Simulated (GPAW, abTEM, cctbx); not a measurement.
# NaZnCl3: the scripts behind a bonding study

Short scripts, each with its output. The cell comes from substitution in a known structure type and wasn't matched to any measured phase.

## Step 1: Relax the structure

```text
cell
1.0
     3.630500000    2.096070152    2.961333333
    -3.630500000    2.096070152    2.961333333
     0.000000000   -4.192140305    2.961333333
Zn Cl Na
1 3 1
Direct
0.000000000 0.000000000 0.000000000
0.976400000 0.500000000 0.023600000
0.023600000 0.976400000 0.500000000
0.500000000 0.023600000 0.976400000
0.500000000 0.500000000 0.500000000
```

```python
from ase.constraints import FixSymmetry
from ase.filters import FrechetCellFilter
from ase.io import read, write
from ase.optimize import BFGS
from ase.parallel import parprint
from gpaw import GPAW, PW, FermiDirac

atoms = read("start.vasp")
atoms.set_constraint(FixSymmetry(atoms))
atoms.calc = GPAW(mode=PW(570), xc="PBE", kpts={"size": (3, 3, 3), "gamma": True},
                 occupations=FermiDirac(0.05), maxiter=120, symmetry={"tolerance": 1e-5}, txt="relax.txt")
BFGS(FrechetCellFilter(atoms), maxstep=0.15).run(fmax=0.03, steps=40)
parprint("cell  %.4f %.4f %.4f  %.2f %.2f %.2f" % tuple(atoms.cell.cellpar()))
parprint("volume %.3f A^3, largest force %.3f eV/A, largest stress %.2f GPa" % (atoms.get_volume(), abs(atoms.get_forces()).max(), 160.218 * abs(atoms.get_stress()).max()))
atoms.set_constraint()
write("relaxed.vasp", atoms, direct=True)
```

```console
$ OMP_NUM_THREADS=1 mpirun -n 4 gpaw python run.py > gpaw.log
```

```text
      Step        Energy          fmax
BFGS:    0      -13.903974        0.656994
BFGS:    1      -13.920481        0.635972
BFGS:    2      -14.099293        0.253591
BFGS:    3      -14.120765        0.088140
BFGS:    4      -14.122805        0.035983
BFGS:    5      -14.122838        0.035283
BFGS:    6      -14.124201        0.027675
cell  4.9025 4.9025 4.9025  89.66 89.66 89.66
volume 117.823 A^3, largest force 0.029 eV/A, largest stress 0.17 GPa
```

Time: 27 s on 4 cores of Intel(R) Xeon(R) Platinum 8375C CPU @ 2.90GHz (Ice Lake) (shared host), peak memory 0.86 GiB.

## Step 2: Build the all-electron density and subtract free atoms

```text
cell
1.0
     3.456245670    1.995464370    2.847286090
    -3.456245670    1.995464370    2.847286090
     0.000000000   -3.990928740    2.847286090
Zn Cl Na
1 3 1
Direct
0.000000000 0.000000000 0.000000000
0.981256950 0.500000010 0.018743050
0.018743050 0.981256960 0.500000000
0.500000000 0.018743060 0.981256950
0.500000000 0.500000010 0.500000000
```

```python
import numpy as np
from ase.io import read
from ase.units import Bohr
from gpaw import GPAW, PW, FermiDirac
from gpaw.calculator import GPAW as OldGPAW
from gpaw.mpi import serial_comm, world
from scipy.special import erfc
from scipy.spatial import cKDTree

atoms = read("cell.vasp")
atoms.calc = GPAW(mode=PW(450), xc="PBE", kpts={"size": (4, 4, 4), "gamma": True},
                 occupations=FermiDirac(0.05), maxiter=120, symmetry={"tolerance": 1e-5}, txt="scf.txt")
atoms.get_potential_energy()
rho = atoms.calc.get_all_electron_density(gridrefinement=2)
moments = atoms.get_magnetic_moments() if atoms.calc.get_number_of_spins() == 2 else np.zeros(len(atoms))
total = atoms.get_magnetic_moment() if moments.any() else 0.0
if world.rank == 0:
    free = OldGPAW(mode=PW(450), xc="PBE", txt=None, communicator=serial_comm)
    neutral = atoms.copy()
    neutral.set_initial_magnetic_moments(None)
    free.initialize(neutral)
    free.set_positions(neutral)
    drho = rho - free.get_all_electron_density(gridrefinement=2)
    # GPAW starts from confined atoms: exchange their smooth part for that of the datasets' free atoms
    h = np.stack(np.meshgrid(*[np.fft.fftfreq(n, 1 / n) for n in drho.shape], indexing="ij"), -1)
    gabs = np.linalg.norm(h @ atoms.cell.reciprocal(), axis=-1)
    tails = np.fft.fftn(free.get_pseudo_density(gridrefinement=2))
    g, form, v0 = np.linspace(0, gabs.max(), 1500), {}, 0
    for e in set(atoms.symbols):
        idx = atoms.symbols.search(e)
        d = free.setups[idx[0]].data
        r, w = d.rgd.r_g * Bohr, d.rgd.r_g**2 * d.rgd.dr_g
        j0 = np.sinc(2 * g[:, None] * r)
        smooth = sum(f * p**2 for f, p in zip(d.f_j, d.phit_jg)) + np.sqrt(4 * np.pi) * d.nct_g
        full = sum(f * p**2 for f, p in zip(d.f_j, d.phi_jg)) + np.sqrt(4 * np.pi) * d.nc_g
        phase = sum(np.exp(-2j * np.pi * h @ s) for s in atoms.get_scaled_positions()[idx])
        tails -= np.interp(gabs, g, j0 @ (smooth * w)) * phase * drho.size / atoms.get_volume()
        form[e] = j0 @ (full * w)
        v0 += 2 * np.pi / 3 * 14.3996 * (full * w * r**2).sum() * len(idx)  # V A^3
    tails *= 0.5 * erfc((gabs - 1.8) / 0.25)  # the tails differ at long wavelengths alone
    drho += np.fft.ifftn(tails).real  # crystal minus superposed spherical free atoms
    np.save("drho.npy", drho)
    dv = atoms.get_volume() / drho.size
    print("grid", drho.shape, " electrons %.3f" % (rho.sum() * dv), " moved by bonding %.3f e" % (abs(drho).sum() * dv / 2))
    pts = np.indices(drho.shape).reshape(3, -1).T / drho.shape @ atoms.cell
    shifts = (np.indices((3, 3, 3)).reshape(3, -1).T - 1) @ atoms.cell
    images = (atoms.positions[None] + shifts[:, None]).reshape(-1, 3)
    dist, idx = cKDTree(images).query(pts, k=4)
    out = drho.ravel()[dist[:, 0] > 0.5]
    print("deformation density beyond 0.5 A of the nuclei: max %.3f, min %.3f e/A^3" % (out.max(), out.min()))
    tie = dist < dist[:, :1] + 1e-4
    q = -np.bincount((idx % len(atoms))[tie], (drho.ravel()[:, None] / tie.sum(1, keepdims=True) * tie)[tie], len(atoms)) * dv
    print("atom        x       y       z   Voronoi charge  moment")
    for a, s, c, m in zip(atoms, atoms.get_scaled_positions(), q, moments):
        print("%-2s%-3d %7.4f %7.4f %7.4f %10.3f %10.2f" % (a.symbol, a.index + 1, *s, c, m))
    np.savez("free.npz", g=g, **form)
    print("mean inner potential of superposed free atoms %.3f V" % (v0 / atoms.get_volume()))
    print("total magnetic moment %.3f muB" % total)
```

```console
$ OMP_NUM_THREADS=1 mpirun -n 4 gpaw python run.py > gpaw.log
```

```text
grid (48, 48, 48)  electrons 92.000  moved by bonding 0.910 e
deformation density beyond 0.5 A of the nuclei: max 0.072, min -0.086 e/A^3
atom        x       y       z   Voronoi charge  moment
Zn1    0.0000  0.0000  0.0000      0.423       0.00
Cl2    0.9813  0.5000  0.0187     -0.251       0.00
Cl3    0.0187  0.9813  0.5000     -0.251       0.00
Cl4    0.5000  0.0187  0.9813     -0.251       0.00
Na5    0.5000  0.5000  0.5000      0.329       0.00
mean inner potential of superposed free atoms 10.248 V
total magnetic moment 0.000 muB
```

Time: 8.8 s.

## Step 3: Fourier-transform the difference

```python
from cctbx import adptbx, crystal, miller, xray
from cctbx.eltbx import tiny_pse
import numpy as np

cs = crystal.symmetry(unit_cell=(6.9125, 6.9125, 8.5419, 90, 90, 120), space_group_symbol='Hall: R 3 2"')  # R32
atoms = [  # label, site, U (iso, or U11 U22 U33 U12 U13 U23 in A^2), occupancy
    ("Zn1", (0, 0, 0), 0.0000, 1),
    ("Cl1", (0.81459, 0.14792, 0.16667), 0.0000, 1),
    ("Na1", (1/3, 2/3, 0.16667), 0.0000, 1),
]
xs = xray.structure(crystal_symmetry=cs)
for label, site, u, occ in atoms:
    u = adptbx.u_cif_as_u_star(cs.unit_cell(), u) if isinstance(u, tuple) else u
    xs.add_scatterer(xray.scatterer(label, site=site, u=u, occupancy=occ))
xs.scattering_type_registry(table="wk1995")
drho = np.load("drho.npy")
T = np.array([[1, -1, 0], [0, 1, -1], [1, 1, 1]])  # conventional axes in terms of the primitive ones
dF = np.fft.ifftn(drho) * 353.46970  # electrons a conventional cell, indexed by primitive hkl
ms = miller.build_set(cs, anomalous_flag=False, d_min=0.9).sort("resolution")
iam = ms.structure_factors_from_scatterers(xs, algorithm="direct").f_calc()
p1 = xs.expand_to_p1()
z = np.array([tiny_pse.table(sc.scattering_type).atomic_number() for sc in p1.scatterers()])
x = np.array(p1.sites_frac())
free = np.load("free.npz")
print("static structure factors of the conventional cell: F in electrons, V (Mott-Bethe) in volts")
print("   h  k  l      d  |F| table  |F| free   |F| DFT   change   |V| free  |V| DFT  change %")
for h, d, table in list(zip(ms.indices(), ms.d_spacings().data(), iam.data()))[:16]:
    df = dF[tuple(np.rint(np.linalg.solve(T, h)).astype(int))]
    phase = np.exp(2j * np.pi * x @ h)
    f = sum(np.interp(1 / d, free["g"], free[sc.scattering_type]) * p for sc, p in zip(p1.scatterers(), phase))
    fz = (z * phase).sum()
    c = 14.3996 * d * d / (np.pi * cs.unit_cell().volume())
    v0, v1 = abs(fz - f) * c, abs(fz - f - df) * c
    print("%4d%3d%3d %7.4f %9.3f %9.3f %9.3f %8.3f %9.3f %8.3f %8s" % (h + (d, abs(table), abs(f), abs(f + df), abs(f + df) - abs(f), v0, v1, "%.1f" % (100 * (v1 / v0 - 1)) if v0 > 0.02 else "-")))
```

```console
$ python run.py
```

```text
static structure factors of the conventional cell: F in electrons, V (Mott-Bethe) in volts
   h  k  l      d  |F| table  |F| free   |F| DFT   change   |V| free  |V| DFT  change %
   1  0  1  4.9023    99.306    99.333    99.479    0.146     2.481    2.435     -1.8
   1  0 -2  3.4768    65.521    65.498    64.178   -1.320     1.130    1.337     18.3
   1  1  0  3.4563    67.183    67.158    65.973   -1.185     1.290    1.447     12.2
   0  0  3  2.8473    65.283    65.446    66.758    1.312     3.212    3.074     -4.3
   2  0 -1  2.8248    62.869    63.036    64.280    1.243     3.119    2.991     -4.1
   2  0  2  2.4512   202.145   201.955   202.340    0.385     5.549    5.519     -0.5
   1  1  3  2.1976    81.631    81.487    81.507    0.020     1.871    1.870     -0.1
   2  1  1  2.1872    79.622    79.472    79.471   -0.001     1.805    1.805      0.0
   1  0  4  2.0113    58.980    58.408    58.611    0.203     0.750    0.739     -1.4
   2  1 -2  1.9994    61.522    60.973    61.157    0.184     0.899    0.890     -0.9
   3  0  0  1.9955    62.319    61.750    61.937    0.187     0.855    0.845     -1.1
   2  0 -4  1.7384   171.356   171.004   170.831   -0.172     4.004    4.011      0.2
   2  2  0  1.7281   167.610   167.250   167.114   -0.136     3.887    3.892      0.1
   1  0 -5  1.6428    69.378    69.135    69.060   -0.074     1.335    1.338      0.2
   3  0  3  1.6341    66.081    65.832    65.805   -0.027     1.242    1.243      0.1
   3  0 -3  1.6341    66.081    65.832    65.762   -0.070     1.242    1.244      0.2
```

Time: 0.26 s on 1 core of Intel(R) Xeon(R) Platinum 8375C CPU @ 2.90GHz (Ice Lake) (shared host), peak memory 0.08 GiB.

## Step 4: Propagate a plane wave with and without the bonding term

```python
import abtem
import numpy as np
from ase.build import make_supercell
from ase.io import read

abtem.config.set({"dask.lazy": False, "fft": "fftw", "diagnostics.progress_bar": False})
M = [[1, 1, 1], [-1, -1, 2], [1, -1, 0]]  # rows: x, y and beam direction in the primitive cell's axes
unit = make_supercell(read("cell.vasp"), M)
unit.set_cell(list(unit.cell.lengths()) + [90, 90, 90], scale_atoms=True)
unit.positions[:, 2] += 0.3997  # keeps atomic planes off the slice boundaries
unit.wrap()
slab = unit * (1, 1, 84)
print(slab.get_chemical_formula(), "| box %.2f x %.2f x %.2f A" % tuple(slab.cell.lengths()))

# change of the potential by bonding, from the DFT deformation density (Poisson's equation term by term)
drho = np.load("drho.npy")
prim = read("cell.vasp")
h = np.stack(np.meshgrid(*[np.fft.fftfreq(n, 1 / n) for n in drho.shape], indexing="ij"), -1).reshape(-1, 3).astype(int)
g2 = ((h @ prim.cell.reciprocal()) ** 2).sum(1)
keep = (g2 > 0) & (g2 < 2.5**2)
shape = (245, 343, 40)
vg = np.zeros(shape, complex)
hm = h[keep] @ np.array(M).T
move = np.exp(-2j * np.pi * hm[:, 2] * (0.3997 / unit.cell[2, 2] - 0.5 / shape[2]))  # the same shift, sampled at mid-points
vg[tuple(hm.T % np.array(shape)[:, None])] = -14.3996 / np.pi * (np.fft.fftn(drho).ravel() / drho.size)[keep] / g2[keep] * move
dV = np.fft.ifftn(vg).real * vg.size
dV = dV.reshape(245, 343, 8, 5).mean(3) * unit.cell[2, 2] / 8  # V A, projected in each slice
dV = np.tile(dV.transpose(2, 0, 1), (84, 1, 1))


def build(atoms):
    p = abtem.Potential(atoms, gpts=(245, 343), slice_thickness=[slab.cell[2, 2] / 672] * 672,
                        parametrization="lobato", projection="infinite", exit_planes=56).build()
    p.array[:] += BONDING * dV
    return p


def potentials():
    yield build(slab)  # atoms at rest


for label, BONDING in (("IAM", 0.0), ("DFT", 1.0)):
    print("=====", label)
    potential = build(slab)
    print("grid", potential.gpts, "slices", potential.num_slices)
    thickness = potential.exit_thicknesses
    wave = abtem.PlaneWave(energy=100000)
    dp = np.mean([wave.multislice(p).diffraction_patterns(max_angle="valid").array for p in potentials()], axis=0)
    hkl = [(0, 0, 0), (0, 1, -1), (0, 1, 2), (0, 0, 3), (0, 2, 1), (0, 2, -2), (0, 3, 0)]
    nx, ny = dp.shape[-2:]
    print("intensity of each beam, fraction of the incident wave")
    print("  t (A)" + "".join("%9s" % " ".join(map(str, h)) for h in hkl) + "  diffuse    total")
    grid = np.zeros((nx, ny), bool)
    grid[nx // 2 % 1::1, ny // 2 % 1::1] = True
    for t, a in list(zip(thickness, dp))[1:]:
        idx = [np.rint(np.array(M) @ np.linalg.solve([[1, -1, 0], [0, 1, -1], [1, 1, 1]], h)).astype(int) for h in hkl]
        print("%7.1f" % t + "".join("%9.5f" % a[nx // 2 + i[0] * 1, ny // 2 + i[1] * 1] for i in idx) + "%9.4f%9.4f" % (a[~grid].sum(), a.sum()))
```

```console
$ python run.py
```

```text
Cl1512Na504Zn504 | box 8.54 x 11.97 x 580.65 A
===== IAM
grid (245, 343) slices 672
intensity of each beam, fraction of the incident wave
  t (A)    0 0 0   0 1 -1    0 1 2    0 0 3    0 2 1   0 2 -2    0 3 0  diffuse    total
   48.4  0.58215  0.00783  0.00421  0.02294  0.02195  0.05584  0.00262   0.0000   0.9989
   96.8  0.10975  0.01536  0.03518  0.05500  0.05404  0.12540  0.01136   0.0000   0.9958
  145.2  0.21617  0.01200  0.08445  0.03343  0.03354  0.06555  0.01222   0.0000   0.9919
  193.5  0.42243  0.05213  0.07510  0.00563  0.00506  0.01444  0.00834   0.0000   0.9895
  241.9  0.31787  0.11168  0.01562  0.01768  0.01756  0.02855  0.00172   0.0000   0.9887
  290.3  0.21970  0.07811  0.01835  0.05136  0.05249  0.01916  0.00228   0.0000   0.9880
  338.7  0.33061  0.00542  0.06609  0.04824  0.04888  0.00772  0.00782   0.0000   0.9871
  387.1  0.41002  0.05627  0.03672  0.02459  0.02444  0.00306  0.00169   0.0000   0.9862
  435.5  0.32760  0.15655  0.00433  0.01054  0.00989  0.01099  0.00383   0.0000   0.9854
  483.9  0.22107  0.10482  0.08000  0.00312  0.00269  0.02222  0.00844   0.0000   0.9840
  532.3  0.16417  0.00970  0.14608  0.00500  0.00481  0.03232  0.02068   0.0000   0.9816
  580.6  0.17237  0.02710  0.08475  0.01591  0.01462  0.04379  0.01648   0.0000   0.9784
===== DFT
grid (245, 343) slices 672
intensity of each beam, fraction of the incident wave
  t (A)    0 0 0   0 1 -1    0 1 2    0 0 3    0 2 1   0 2 -2    0 3 0  diffuse    total
   48.4  0.58563  0.00779  0.00489  0.02191  0.02100  0.05592  0.00233   0.0000   0.9989
   96.8  0.10557  0.01738  0.03438  0.05444  0.05326  0.12918  0.01022   0.0000   0.9958
  145.2  0.20943  0.01493  0.07700  0.03372  0.03345  0.06947  0.01280   0.0000   0.9919
  193.5  0.44879  0.04626  0.06893  0.00560  0.00513  0.01183  0.00957   0.0000   0.9895
  241.9  0.35621  0.09715  0.01606  0.01945  0.01924  0.02647  0.00166   0.0000   0.9887
  290.3  0.21559  0.06830  0.01094  0.05972  0.05997  0.02115  0.00242   0.0000   0.9880
  338.7  0.30752  0.00390  0.05789  0.05604  0.05565  0.00984  0.00873   0.0000   0.9868
  387.1  0.41372  0.05372  0.04317  0.02177  0.02119  0.00284  0.00135   0.0000   0.9858
  435.5  0.32846  0.16071  0.00582  0.00625  0.00574  0.01141  0.00271   0.0000   0.9850
  483.9  0.19032  0.12232  0.06725  0.00417  0.00371  0.02623  0.00593   0.0000   0.9838
  532.3  0.15860  0.01537  0.13879  0.00635  0.00594  0.03264  0.01836   0.0000   0.9817
  580.6  0.21897  0.01580  0.08508  0.01543  0.01424  0.03450  0.01872   0.0000   0.9788
```

Time: 19 s.

## Step 5: Rock the beam across one reflection

```python
import abtem
import numpy as np
from ase.build import make_supercell
from ase.io import read

abtem.config.set({"dask.lazy": False, "fft": "fftw", "diagnostics.progress_bar": False})
M = [[1, 1, 1], [-1, -1, 2], [1, -1, 0]]  # rows: x, y and beam direction in the primitive cell's axes
unit = make_supercell(read("cell.vasp"), M)
unit.set_cell(list(unit.cell.lengths()) + [90, 90, 90], scale_atoms=True)
unit.positions[:, 2] += 0.8317  # keeps atomic planes off the slice boundaries
unit.wrap()
slab = unit * (1, 1, 100)
print(slab.get_chemical_formula(), "| box %.2f x %.2f x %.2f A" % tuple(slab.cell.lengths()))

# change of the potential by bonding, from the DFT deformation density (Poisson's equation term by term)
drho = np.load("drho.npy")
prim = read("cell.vasp")
h = np.stack(np.meshgrid(*[np.fft.fftfreq(n, 1 / n) for n in drho.shape], indexing="ij"), -1).reshape(-1, 3).astype(int)
g2 = ((h @ prim.cell.reciprocal()) ** 2).sum(1)
keep = (g2 > 0) & (g2 < 2.5**2)
shape = (190, 267, 40)
vg = np.zeros(shape, complex)
hm = h[keep] @ np.array(M).T
move = np.exp(-2j * np.pi * hm[:, 2] * (0.8317 / unit.cell[2, 2] - 0.5 / shape[2]))  # the same shift, sampled at mid-points
vg[tuple(hm.T % np.array(shape)[:, None])] = -14.3996 / np.pi * (np.fft.fftn(drho).ravel() / drho.size)[keep] / g2[keep] * move
dV = np.fft.ifftn(vg).real * vg.size
dV = dV.reshape(190, 267, 4, 10).mean(3) * unit.cell[2, 2] / 4  # V A, projected in each slice
dV = np.tile(dV.transpose(2, 0, 1), (100, 1, 1))


def build(atoms):
    p = abtem.Potential(atoms, gpts=(190, 267), slice_thickness=[slab.cell[2, 2] / 400] * 400,
                        parametrization="lobato", projection="infinite", exit_planes=100).build()
    p.array[:] += BONDING * dV
    return p


def potentials():
    yield build(slab)  # atoms at rest


for label, BONDING in (("IAM", 0.0), ("DFT", 1.0)):
    print("=====", label)
    potential = build(slab)
    print("grid", potential.gpts, "slices", potential.num_slices)
    thickness = potential.exit_thicknesses
    h = np.array(M) @ np.linalg.solve(np.array([[1, -1, 0], [0, 1, -1], [1, 1, 1]]), [0, 1, -1])
    ix, iy = round(h[0]) * 1, round(h[1]) * 1
    gxy = h[:2] / unit.cell.lengths()[:2]
    along = gxy / np.hypot(*gxy)
    across = np.array([-along[1], along[0]])
    bragg = 500 * abtem.PlaneWave(energy=100000).wavelength * np.hypot(*gxy)
    print("Bragg angle %.3f mrad; beam tilted 37 mrad off the zone axis across the row" % bragg)
    print("dark-field intensity of 0 1 -1 against tilt along the row, in Bragg angles")
    print("  t (A)" + "".join("%8.2f" % s for s in [0.2, 0.4, 0.6, 0.8, 1.0, 1.2, 1.4, 1.6, 1.8, 2.0, 2.2, 2.4, 2.6]))
    rows = []
    row = [(n * ix, n * iy) for n in range(-8, 9)]
    for s in [0.2, 0.4, 0.6, 0.8, 1.0, 1.2, 1.4, 1.6, 1.8, 2.0, 2.2, 2.4, 2.6]:
        tilt = -s * bragg * along + 37 * across
        dp = abtem.PlaneWave(energy=100000, tilt=tuple(tilt)).multislice(potential).diffraction_patterns(max_angle="valid").array
        rows.append(dp[:, dp.shape[1] // 2 + ix, dp.shape[2] // 2 + iy])
        if s == 1.0:
            cx, cy = dp.shape[1] // 2, dp.shape[2] // 2
            share = sum(dp[:, cx + i, cy + j] for i, j in row if abs(i) < cx and abs(j) < cy) / dp.sum(axis=(1, 2))
            total = dp.sum(axis=(1, 2))
    for t, a in list(zip(thickness, np.array(rows).T))[1:]:
        print("%7.1f" % t + "".join("%8.4f" % v for v in a))
    print("at the Bragg tilt, share in the row:", share[1:].round(3).tolist(), "total:", total[1:].round(3).tolist())
```

```console
$ python run.py
```

```text
Cl1800Na600Zn600 | box 8.54 x 11.97 x 691.25 A
===== IAM
grid (190, 267) slices 400
Bragg angle 3.775 mrad; beam tilted 37 mrad off the zone axis across the row
dark-field intensity of 0 1 -1 against tilt along the row, in Bragg angles
  t (A)    0.20    0.40    0.60    0.80    1.00    1.20    1.40    1.60    1.80    2.00    2.20    2.40    2.60
  172.8  0.1287  0.1382  0.1459  0.1507  0.1525  0.1512  0.1460  0.1377  0.1275  0.1161  0.1032  0.0895  0.0757
  345.6  0.2782  0.3032  0.3226  0.3316  0.3331  0.3330  0.3279  0.3103  0.2765  0.2275  0.1598  0.0942  0.0522
  518.4  0.2992  0.2839  0.1733  0.0691  0.0440  0.0990  0.2327  0.3284  0.3017  0.2333  0.1480  0.0732  0.0373
  691.2  0.0546  0.1800  0.1139  0.0010  0.0189  0.0326  0.2131  0.1228  0.0559  0.0636  0.0521  0.0855  0.0294
at the Bragg tilt, share in the row: [0.7269999980926514, 0.4560000002384186, 0.3619999885559082, 0.42800000309944153] total: [0.9980000257492065, 0.9959999918937683, 0.9940000176429749, 0.9919999837875366]
===== DFT
grid (190, 267) slices 400
Bragg angle 3.775 mrad; beam tilted 37 mrad off the zone axis across the row
dark-field intensity of 0 1 -1 against tilt along the row, in Bragg angles
  t (A)    0.20    0.40    0.60    0.80    1.00    1.20    1.40    1.60    1.80    2.00    2.20    2.40    2.60
  172.8  0.1249  0.1340  0.1413  0.1459  0.1476  0.1464  0.1414  0.1335  0.1238  0.1128  0.1004  0.0872  0.0739
  345.6  0.2767  0.3012  0.3197  0.3274  0.3282  0.3284  0.3241  0.3073  0.2741  0.2257  0.1587  0.0937  0.0520
  518.4  0.3065  0.2937  0.1820  0.0736  0.0459  0.1033  0.2424  0.3376  0.3059  0.2377  0.1538  0.0766  0.0384
  691.2  0.0645  0.1938  0.1252  0.0015  0.0168  0.0355  0.2313  0.1387  0.0633  0.0712  0.0596  0.0926  0.0328
at the Bragg tilt, share in the row: [0.7279999852180481, 0.453000009059906, 0.3540000021457672, 0.4129999876022339] total: [0.9980000257492065, 0.9959999918937683, 0.9940000176429749, 0.9919999837875366]
```

Time: 75 s.

[Outputs are excerpts: Python notices, other lines and further rows are left out; steps that failed or that the build refused (PBEsol, TPSS) are not shown.]

[Logs are printed without paths, hosts, clocks, repeated set-up lines and the standing remarks that a program may print on its own settings, such as how far it seeks lower states.]
